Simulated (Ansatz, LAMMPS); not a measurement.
## Relaxing glassy 32CaO-68Al2O3 (mol %) (113 atoms)

Wanted: the relaxed structure of glassy 32CaO-68Al2O3 (mol %) (113 atoms) and its electronic structure.

Method: Kohn-Sham DFT, revPBE, PAW (set soft_2), plane waves, in Ansatz 0.2.0.

### 1. The starting structure

The cell holds 113 atoms: 9 Ca, 38 Al and 66 O. Its edges and angles: a = 10.776 Å, b = 10.776 Å, c = 10.776 Å, α = 90.0°, β = 90.0°, γ = 90.0°. 113 atoms (9 Ca, 38 Al, 66 O) placed at random at 3.11 g/cm³, melted at 4000 K for 10 ps at fixed volume with the Morse and Coulomb pair potential with partial charges (Pedone, Malavasi, Menziani, Cormack and Segre, J. Phys. Chem. B 110, 11780 (2006)). Quenched from 4000 K to 300 K at 50 K/ps and fixed volume, held 10 ps at zero pressure.

Limits known from the start: The quench rate of 50 K/ps far exceeds what a furnace or splat quench reaches, so expect more defects and frozen-in strain than in a real sample. The network of bonds at the start is that of the classical potential that made the cell. Sampling is at Γ alone, for a cell whose shortest periodic width is 11 Å.

### 2. Single point at the start

A single point comes first, to see the forces before anything moves.

File input.yaml:

```yaml
crystal:
  lattice:
    - [10.776, 0.0, 0.0]
    - [0.0, 10.776, 0.0]
    - [0.0, 0.0, 10.776]
  atoms:
    - { symbol: Ca, position: [0.87381, 0.62733, 0.06624] }
    - { symbol: Ca, position: [0.71251, 0.93245, 0.25553] }
    - { symbol: Ca, position: [0.81831, 0.88256, 0.89183] }
    - { symbol: Ca, position: [0.02349, 0.90064, 0.13036] }
    [... 103 atom lines left out ...]
    - { symbol: O, position: [0.5685, 0.76306, 0.29176] }
    - { symbol: O, position: [0.41714, 0.93591, 0.4083] }
    - { symbol: O, position: [0.23574, 0.56604, 0.20434] }
    - { symbol: O, position: [0.95378, 0.53731, 0.63464] }
    - { symbol: O, position: [0.31599, 0.38888, 0.77826] }
    - { symbol: O, position: [0.74688, 0.80149, 0.07815] }
kpoints:
  mp_grid: { grid: [1, 1, 1] }
hamiltonian:
  xc: revpbe
scf:
  occupations: { method: gaussian, width: 0.025 }
output:
  forces: true
  stress: true
  populations: intrinsic
  dos:
    method: { smearing: { sigma: 0.08 } }
    de: 0.1
    projected: { site_lists: { Al: [Al], Ca: [Ca], O: [O] } }
  eigenvalues: true
```

Started as:

```
ansatz run input.yaml --threads 4 --pin off --max-ram 8192MiB --backend cpu --events-out ev --progress --plain --runs-dir out
```

Run time: 25 s. Hardware: 4 threads of Arm Neoverse V1, shared host; peak memory 1.7 GiB.

The run gave:

```yaml
free_energy: -74566.5663 eV
free_energy_per_atom: -659.8811 eV/atom
scf_cycles: 10
pressure: 11.38 GPa
r_m_s_force_component: 0.989 eV/Å
longest_force: 3.869 eV/Å
fermi_energy: 8.36 eV
spacing_of_highest_filled_and_lowest_empty_level: 3.34 eV
```

The r.m.s. force component of 0.99 eV/Å and the pressure of 11 GPa set the starting point.

Length of the force by element:

| element | coordination | atoms | mean length of the force (eV/Å) | spread | least | most |
| --- | --- | --- | --- | --- | --- | --- |
| Al | all | 38 | 1.80 | 0.613 | 0.633 | 3.06 |
| Ca | all | 9 | 0.723 | 0.372 | 0.159 | 1.47 |
| O | all | 66 | 1.49 | 0.796 | 0.319 | 3.87 |

### 3. Cell and atoms relaxed

Cell and atoms are freed together, to release stress as well as forces.

input.yaml, the sections that differ from step 2:

```yaml
output:
  forces: true
relax:
  f_tol: 0.03
  max_steps: 200
  cell: {}
# crystal, kpoints, hamiltonian, scf: as in step 2
```

Elapsed: 8.8 min, on 4 threads; peak memory 1.8 GiB; 34 min of CPU time.

Step by step (22 of 30):

| step | energy less that of the first step (eV) | largest force component (eV/Å) | pressure (GPa) | volume (Å³) |
| --- | --- | --- | --- | --- |
| 1 | 0.0000 | 3.6281 | 11.38 | 1251.33 |
| 2 | -5.7436 | 2.1634 | 5.67 | 1286.64 |
| 4 | -9.7316 | 0.3836 | -0.20 | 1333.83 |
| 5 | -10.1924 | 0.1796 | 0.06 | 1335.17 |
| 7 | -10.4914 | 0.1112 | -0.06 | 1347.14 |
| 8 | -10.4972 | 0.2694 | 0.06 | 1349.24 |
| 9 | -10.5220 | 0.1732 | 0.06 | 1349.62 |
| 11 | -10.5480 | 0.2070 | 0.14 | 1354.63 |
| 12 | -10.5616 | 0.0249 | 0.01 | 1354.95 |
| 13 | -11.2416 | 0.0251 | 0.83 | 1354.95 |
| 15 | -11.2238 | 0.1462 | 0.02 | 1369.36 |
| 16 | -11.2436 | 0.0411 | 0.01 | 1369.47 |
| 18 | -11.2210 | 0.5062 | 0.09 | 1375.97 |
| 19 | -11.2514 | 0.1010 | 0.02 | 1374.29 |
| 20 | -11.2596 | 0.1030 | 0.00 | 1376.38 |
| 22 | -11.2659 | 0.2624 | 0.09 | 1378.96 |
| 23 | -10.5089 | 1.1631 | -0.16 | 1372.18 |
| 24 | -11.2938 | 0.1179 | -0.05 | 1381.91 |
| 26 | -11.3033 | 0.0539 | 0.03 | 1381.37 |
| 27 | -11.3110 | 0.0289 | 0.00 | 1381.07 |
| 29 | -11.4205 | 0.0179 | 0.01 | 1382.47 |
| 30 | -11.4251 | 0.0179 | 0.01 | 1382.47 |

Relaxation steps 15, 18, 23 were tried and not accepted.

| cell as run | before | after | change |
| --- | --- | --- | --- |
| a (Å) | 10.776 | 10.877 | +0.9 % |
| b (Å) | 10.776 | 11.156 | +3.5 % |
| c (Å) | 10.776 | 11.404 | +5.8 % |
| α (°) | 90.00 | 90.68 | +0.8 % |
| β (°) | 90.00 | 88.01 | -2.2 % |
| γ (°) | 90.00 | 88.61 | -1.5 % |
| volume (Å³/atom) | 11.07 | 12.23 | +10.5 % |

The atoms that moved most (Å, as changes of fractional coordinates times the final cell):

| atom | dx | dy | dz | length |
| --- | --- | --- | --- | --- |
| Al33 | 0.404 | -0.093 | 0.786 | 0.889 |
| O108 | 0.597 | -0.126 | 0.411 | 0.736 |
| O63 | -0.522 | 0.237 | -0.395 | 0.696 |
| Ca4 | 0.430 | -0.061 | 0.515 | 0.674 |
| O96 | 0.093 | -0.462 | 0.481 | 0.673 |
| O105 | 0.066 | 0.532 | -0.403 | 0.670 |
| O85 | -0.486 | 0.271 | 0.293 | 0.629 |
| O94 | -0.411 | -0.433 | -0.171 | 0.621 |

The relaxation changed the energy by -101 meV/atom, and atoms moved by 0.36 Å r.m.s., 0.89 Å at most.

### 4. Structure statistics after relaxation

Bonds before and after, by the cutoffs listed below:

| pair | bonds before | bonds after | mean before (Å) | mean after (Å) | spread before (Å) | spread after (Å) |
| --- | --- | --- | --- | --- | --- | --- |
| O-Al | 173 | 167 | 1.832 | 1.844 | 0.137 | 0.080 |
| O-Ca | 61 | 56 | 2.516 | 2.497 | 0.200 | 0.168 |

Density 2.93 g/cm³, 12.23 Å³ an atom.

Pair distribution functions g(r), in bins of 0.2 Å:

| r (Å) | total | O-O | O-Al | O-Ca | Al-Al | Al-Ca | Ca-Ca |
| --- | --- | --- | --- | --- | --- | --- | --- |
| 1.70 | 1.71 | 0.00 | 4.35 | 0.00 | 0.00 | 0.00 | 0.00 |
| 1.90 | 2.33 | 0.00 | 5.91 | 0.00 | 0.00 | 0.00 | 0.00 |
| 2.10 | 0.23 | 0.00 | 0.58 | 0.00 | 0.00 | 0.00 | 0.00 |
| 2.30 | 0.27 | 0.00 | 0.00 | 2.92 | 0.00 | 0.00 | 0.00 |
| 2.50 | 0.68 | 0.84 | 0.03 | 3.91 | 0.12 | 0.00 | 0.00 |
| 2.70 | 1.16 | 2.50 | 0.20 | 1.16 | 1.05 | 0.00 | 0.00 |
| 2.90 | 1.39 | 3.12 | 0.34 | 0.44 | 1.18 | 0.37 | 0.00 |
| 3.10 | 1.19 | 1.52 | 0.39 | 0.38 | 3.25 | 2.12 | 0.00 |
| 3.30 | 1.08 | 0.91 | 0.72 | 0.50 | 2.35 | 3.13 | 1.30 |
| 3.50 | 1.02 | 0.80 | 1.11 | 0.67 | 1.32 | 1.58 | 2.22 |
| 3.70 | 0.87 | 0.55 | 1.12 | 0.67 | 0.56 | 1.90 | 2.01 |
| 3.90 | 0.88 | 0.50 | 1.15 | 1.02 | 0.56 | 1.48 | 3.46 |
| 4.10 | 0.94 | 0.63 | 1.38 | 0.77 | 0.53 | 0.57 | 2.50 |
| 4.30 | 0.99 | 0.56 | 1.60 | 0.80 | 0.70 | 0.18 | 0.71 |
| 4.50 | 1.14 | 0.83 | 1.61 | 1.15 | 0.79 | 0.40 | 0.00 |
| 4.70 | 1.08 | 1.18 | 1.06 | 1.38 | 0.93 | 0.59 | 0.62 |
| 4.90 | 0.99 | 1.21 | 0.82 | 1.31 | 0.92 | 0.54 | 0.58 |
| 5.10 | 0.99 | 1.29 | 0.60 | 1.55 | 1.08 | 0.74 | 1.58 |
| 5.30 | 1.05 | 1.30 | 0.76 | 1.12 | 1.30 | 0.92 | 0.97 |

Bonds by pair of elements; cutoffs follow the first minimum of g(r), held within bounds set by covalent radii, and pairs that aren't listed don't count as bonded:

| pair A-B | cutoff (Å) | bonds | mean length (Å) | spread (Å) | shortest (Å) | B about A | A about B |
| --- | --- | --- | --- | --- | --- | --- | --- |
| O-Al | 2.33 | 167 | 1.84 | 0.08 | 1.71 | 2.53 | 4.39 |
| O-Ca | 3.02 | 56 | 2.50 | 0.168 | 2.23 | 0.848 | 6.22 |

How many atoms have how many bonded neighbours:

| element | mean | 3 | 4 | 5 | 6 | 7 | 8 |
| --- | --- | --- | --- | --- | --- | --- | --- |
| Al | 4.39 | 0 | 23 | 15 | 0 | 0 | 0 |
| Ca | 6.22 | 0 | 1 | 2 | 2 | 2 | 2 |
| O | 3.38 | 44 | 19 | 3 | 0 | 0 | 0 |

Bond angles, per cent of each kind in bins of 5°:

| angle (°) | O-Al-O | O-Ca-O | Al-O-Al | Al-O-Ca | Ca-O-Ca |
| --- | --- | --- | --- | --- | --- |
| 55–60 | 0.0 | 2.6 | 0.0 | 0.0 | 0.0 |
| 60–65 | 0.0 | 7.1 | 0.0 | 0.0 | 0.0 |
| 65–70 | 0.0 | 14.9 | 0.0 | 0.0 | 0.0 |
| 70–75 | 0.0 | 6.5 | 0.0 | 0.9 | 0.0 |
| 75–80 | 2.4 | 5.2 | 0.0 | 4.3 | 4.3 |
| 80–85 | 6.6 | 3.2 | 0.7 | 2.6 | 4.3 |
| 85–90 | 9.0 | 3.2 | 5.1 | 12.2 | 0.0 |
| 90–95 | 8.3 | 6.5 | 7.2 | 15.7 | 34.8 |
| 95–100 | 11.1 | 2.6 | 7.2 | 13.0 | 8.7 |
| 100–105 | 13.2 | 2.6 | 3.6 | 9.6 | 8.7 |
| 105–110 | 14.9 | 6.5 | 3.6 | 7.8 | 17.4 |
| 110–115 | 9.0 | 5.8 | 10.9 | 7.0 | 0.0 |
| 115–120 | 5.6 | 5.2 | 15.2 | 8.7 | 0.0 |
| 120–125 | 4.9 | 5.8 | 14.5 | 2.6 | 0.0 |
| 125–130 | 1.7 | 5.2 | 10.9 | 5.2 | 0.0 |
| 130–135 | 2.8 | 3.2 | 6.5 | 4.3 | 0.0 |
| 135–140 | 2.1 | 2.6 | 6.5 | 0.9 | 0.0 |
| 140–145 | 1.4 | 1.9 | 2.9 | 3.5 | 4.3 |
| 145–150 | 0.3 | 1.3 | 1.5 | 1.7 | 0.0 |
| 150–155 | 1.0 | 1.3 | 0.7 | 0.0 | 0.0 |
| 155–160 | 1.7 | 1.3 | 0.0 | 0.0 | 4.3 |
| 160–165 | 2.4 | 1.9 | 1.5 | 0.0 | 0.0 |
| 165–170 | 0.3 | 2.6 | 1.5 | 0.0 | 8.7 |
| 170–175 | 0.3 | 0.6 | 0.0 | 0.0 | 0.0 |
| 175–180 | 0.7 | 0.0 | 0.0 | 0.0 | 4.3 |

Bond angles (no mean is given where the spread exceeds 20°):

| angle | count | mean (°) | spread (°) |
| --- | --- | --- | --- |
| O-Al-O | 288 | - | - |
| O-Ca-O | 154 | - | - |
| Al-O-Al | 138 | 118 | 17.6 |
| Al-O-Ca | 115 | 104 | 17.3 |
| Ca-O-Ca | 23 | - | - |

Oxygen atoms by the number of network formers (Si, P, Ge, B, Al, As, Ga) bound to them:

| network formers bound to O | O atoms | per cent |
| --- | --- | --- |
| 0 | 0 | 0 |
| 1 | 2 | 3 |
| 2 | 27 | 40.9 |
| 3 | 37 | 56.1 |

Network units: each former by its oxygen neighbours and how many of them bridge to another former:

| former | O neighbours | bridging O | atoms |
| --- | --- | --- | --- |
| Al | 4 | 3 | 2 |
| Al | 4 | 4 | 21 |
| Al | 5 | 5 | 15 |

Bond length by coordination (bonds to H left out):

| element | coordination | atoms | mean bond length (Å) |
| --- | --- | --- | --- |
| Al | 4 | 23 | 1.79 |
| Al | 5 | 15 | 1.90 |
| Ca | 4 | 1 | 2.32 |
| Ca | 5 | 2 | 2.45 |
| Ca | 6 | 2 | 2.48 |
| Ca | 7 | 2 | 2.51 |
| Ca | 8 | 2 | 2.58 |
| O | 3 | 44 | 1.90 |
| O | 4 | 19 | 2.13 |
| O | 5 | 3 | 2.33 |

Rings of the network by King's shortest-path rule, up to 12 atoms, one path for each pair of neighbours; H, halogens, alkali and alkaline-earth atoms are left out, and the last column divides by all other atoms, bonded or not:

| ring size (atoms) | rings | per network atom |
| --- | --- | --- |
| 4 | 14 | 0.135 |
| 6 | 37 | 0.356 |
| 8 | 57 | 0.548 |
| 10 | 30 | 0.288 |
| 12 | 18 | 0.173 |

First main peaks of g(r), for some of the pairs, lie near 2.8 Å (O-O), 1.8 Å (O-Al), 2.5 Å (O-Ca), 3.1 Å (Al-Al) and 3.2 Å (Al-Ca). Counting bonds as in the table, 61 % of Al atoms have 4 and 67 % of O atoms have 3 bonded neighbours. 41 % of the oxygens bridge two formers (Al) and 3 % are non-bridging; 56 % join three. The commonest Al unit has 4 oxygens, 4 of them shared with other formers (21 of 38 atoms). Rings of 8 atoms are the most common (37 % of those counted); sizes run from 4 to 12, where the search stops.

### 5. Single point at the relaxed geometry

One more single point at the end of the walk gives the fuller output and checks the residual forces.

File input.yaml:

```yaml
crystal:
  lattice:
    - [10.87477, 0.13456, 0.19397]
    - [0.13456, 11.15478, -0.06847]
    - [0.19397, -0.06847, 11.40216]
  atoms:
    - { symbol: Ca, position: [0.918, 0.61868, 0.06723] }
    - { symbol: Ca, position: [0.70325, 0.94237, 0.25233] }
    - { symbol: Ca, position: [0.80501, 0.86723, 0.92322] }
    - { symbol: Ca, position: [0.06235, 0.89499, 0.17485] }
    [... 103 atom lines left out ...]
    - { symbol: O, position: [0.62288, 0.75128, 0.32683] }
    - { symbol: O, position: [0.44624, 0.95369, 0.41282] }
    - { symbol: O, position: [0.24861, 0.57089, 0.1936] }
    - { symbol: O, position: [0.93886, 0.55911, 0.60181] }
    - { symbol: O, position: [0.29082, 0.39571, 0.80252] }
    - { symbol: O, position: [0.75867, 0.77904, 0.10822] }
kpoints:
  mp_grid: { grid: [1, 1, 1] }
hamiltonian:
  xc: revpbe
scf:
  occupations: { method: gaussian, width: 0.025 }
output:
  forces: true
  stress: true
  populations: intrinsic
  dos:
    method: { smearing: { sigma: 0.15 } }
    de: 0.1
    projected: { site_lists: { Al: [Al], Ca: [Ca], O: [O] } }
  eigenvalues: true
  write_density: true
  write_potential: true
  volumetric_format: npy
```

Wall time 30 s (4 threads); peak memory 1.9 GiB; 1.9 min of CPU time.

The run gave:

- free energy: -74577.9914 eV
- free energy per atom: -659.9822 eV/atom
- SCF cycles: 10
- pressure: 0.008996 GPa
- r.m.s. force component: 0.00394 eV/Å
- longest force: 0.02017 eV/Å
- Fermi energy: 7.033 eV
- gap (highest filled to lowest empty level): 3.256 eV

Intrinsic-atomic-orbital charges by element and coordination:

| element | coordination | atoms | mean charge (e) | spread | least | most |
| --- | --- | --- | --- | --- | --- | --- |
| Al | all | 38 | 1.28 | 0.0499 | 1.13 | 1.39 |
| Al | 4 | 23 | 1.29 | 0.0522 | 1.13 | 1.39 |
| Al | 5 | 15 | 1.27 | 0.0415 | 1.16 | 1.32 |
| Ca | all | 9 | 1.81 | 0.0116 | 1.79 | 1.83 |
| Ca | 4 | 1 | 1.80 | 0 | 1.80 | 1.80 |
| Ca | 5 | 2 | 1.81 | 0.0072 | 1.80 | 1.82 |
| Ca | 6 | 2 | 1.82 | 0.0015 | 1.82 | 1.82 |
| Ca | 7 | 2 | 1.80 | 0.0028 | 1.79 | 1.80 |
| Ca | 8 | 2 | 1.82 | 0.0084 | 1.81 | 1.83 |
| O | all | 66 | -0.985 | 0.0895 | -1.28 | -0.880 |
| O | 3 | 44 | -0.957 | 0.0792 | -1.26 | -0.880 |
| O | 4 | 19 | -1.04 | 0.0849 | -1.28 | -0.914 |
| O | 5 | 3 | -1.08 | 0.0279 | -1.11 | -1.04 |

Density of states as counts of states in windows of 1 eV (from the Fermi level), total and the larger projections:

| from (eV) | to (eV) | total | O p | Al p | Al s |
| --- | --- | --- | --- | --- | --- |
| -14 | -9 | 0.0 | 0.0 | 0.0 | 0.0 |
| -9 | -8 | 5.9 | 4.4 | 0.4 | 1.0 |
| -8 | -7 | 35.7 | 26.7 | 2.5 | 5.5 |
| -7 | -6 | 43.7 | 33.8 | 5.2 | 3.2 |
| -6 | -5 | 63.9 | 52.2 | 8.1 | 1.5 |
| -5 | -4 | 77.3 | 67.8 | 5.8 | 0.7 |
| -4 | -3 | 91.9 | 85.8 | 2.7 | 0.3 |
| -3 | -2 | 72.9 | 69.7 | 1.2 | 0.1 |
| -2 | -1 | 4.5 | 4.3 | 0.1 | 0.0 |
| -1 | 1 | 0.0 | 0.0 | 0.0 | 0.0 |
| 1 | 2 | 2.0 | 0.0 | 0.1 | 0.7 |
| 2 | 3 | 0.2 | 0.0 | 0.0 | 0.0 |
| 3 | 4 | 21.1 | 2.2 | 4.8 | 2.5 |
| 4 | 5 | 49.3 | 3.7 | 10.7 | 3.4 |

Between -26 and -14 eV lie 186 more states.

The levels nearest the highest filled one (over half full), pooled over k-points and spins:

| level less the highest filled one (eV) | occupation |
| --- | --- |
| -0.648 | 2 |
| -0.594 | 2 |
| -0.545 | 2 |
| -0.514 | 2 |
| -0.275 | 2 |
| 0 | 2 |
| 3.26 | 0 |
| 4.72 | 0 |
| 4.95 | 0 |
| 5.00 | 0 |
| 5.09 | 0 |
| 5.15 | 0 |

Mean intrinsic-atomic-orbital charges: Al +1.28, Ca +1.81, O -0.99 e.

### 6. What came out

```json
{"energy change in the relaxation": "-101.1 meV/atom", "r.m.s. displacement": "0.358 Å", "largest displacement": "0.889 Å", "free energy per atom": "-659.9822 eV/atom", "pressure": "0.008996 GPa", "r.m.s. force component": "0.00394 eV/Å", "gap (highest filled to lowest empty level)": "3.256 eV", "wall time of the 3 DFT runs": "9.7 min"}
```

What this shows: Relaxation lowers the energy by 101 meV/atom and moves atoms by 0.36 Å r.m.s.; the r.m.s. force component goes from 0.99 to 0.0039 eV/Å, the pressure goes from 11 to 0.0090 GPa, and the gap from 3.34 to 3.26 eV. Displacements are taken in the final cell, so they leave out its strain. By the final cutoffs 17 of 234 bonded pairs parted and 6 joined. The cell grew by 10.5 % in volume. First to last step the energy falls by 11.425 eV; the largest move, 0.89 Å, is that of Al33. The O-Ca bonds change most in mean length: from 2.516 Å (spread 0.200) to 2.497 Å (spread 0.168), and their number from 61 to 56. Counting bonds as in the table, 61 % of Al atoms have 4 and 67 % of O atoms have 3 bonded neighbours. 41 % of the oxygens bridge two formers (Al) and 3 % are non-bridging; 56 % join three. The highest filled and lowest empty levels differ by 3.26 eV (at Γ alone); a semilocal functional tends to put such gaps too low. In a disordered cell it changes from sample to sample, and tail or defect levels can set it.

Caveats: The starting topology of bonds comes from the classical model; in DFT 17 of its 234 bonded pairs passed out of the cutoffs and 6 came within them.

[Logs are printed without paths, hosts, clocks, repeated set-up lines and the standing remarks that a program may print on its own settings, such as how far it seeks lower states.]

[Hosts, paths, dates, database ids (printed as entryN), source tags and the programs' standing remarks are cut or masked in the printed files.]
